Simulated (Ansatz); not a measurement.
G0W0 rungs for Ta2O5 (Pmmm).

It takes space group Pmmm (No. 47, orthorhombic). Conventional cell: a = 3.677 Å, b = 3.897 Å, c = 6.217 Å, α = 90.00°, β = 90.00°, γ = 90.00°. Nearest to Ta lie 6 O at 1.95 to 2.15 Å. Nearest to Ta lie 6 O at 1.84 to 2.00 Å. Nearest to O lie 3 Ta at 2.00 to 2.15 Å. O has 2 Ta at 1.95 Å nearest. O has 2 Ta at 1.84 Å nearest. Nearest to O lie 2 Ta at 1.95 Å. Farther neighbours and most contacts between anions are not listed.

```
Ta O
1.0
     3.67700    0.00000    0.00000
     0.00000    3.89700    0.00000
     0.00000    0.00000    6.21700
Ta O
2 5
Direct
  0.50000 0.00000 0.50000
  0.00000 0.00000 0.00000
  0.00000 0.00000 0.32191
  0.00000 0.00000 0.67809
  0.50000 0.50000 0.50000
  0.50000 0.00000 0.00000
  0.00000 0.50000 0.00000
```

Geometry: measured cell, ions relaxed with LDA. The runs that relaxed it are not among those shown. Spin-orbit coupling is left out unless a run names it.

Runs so far (Ansatz 0.2.0, start LDA, PAW set soft_1 files, 4×4×2 mesh). Times are wall times on 1 × NVIDIA H100 80GB HBM3 (shared by 6 runs) with 3 threads of AMD EPYC 7R13 (Zen 3), shared host, good to a factor of about two.

```
bands summed  cutoff (eV)  gap on the mesh (eV)  time
          99           50                 1.353  19 s
         230          100                 1.241  36 s
         399          150                 1.362  44 s
         688          220                 1.379  45 s
```

What should the next rung give, with 1079 bands and screening to 300 eV, and where is the limit?

The error falls about as one over the bands when the cutoff rises with them. A line through the two highest rungs given predicts 1.387 eV; the run gave 1.403 eV, a miss of 0.015 eV, so the law fails here: the steps don't follow it yet. The two highest rungs put the limit near 1.445 eV, the pair below near 1.403 eV; neither can be trusted until a further rung is run.

Gaps are over the mesh's points; an edge off the mesh would be missed. Limits: not at the basis limit; no spin-orbit coupling; coarse k mesh.

[Paths, hosts, dates, memory and timing lines, banners, echoed tables and standing remarks are left out of the program output.]

[Logs are printed without paths, hosts, clocks, repeated set-up lines and the standing remarks that a program may print on its own settings, such as how far it seeks lower states.]

[Runs of the session that timed out or met a known fault of the program may be left out.]

[Cells called generated may have been cut or substituted from an entry of the Crystallography Open Database or the Materials Project.]

[Hosts, paths, dates, database ids (printed as entryN), source tags and the programs' standing remarks are cut or masked in the printed files.]
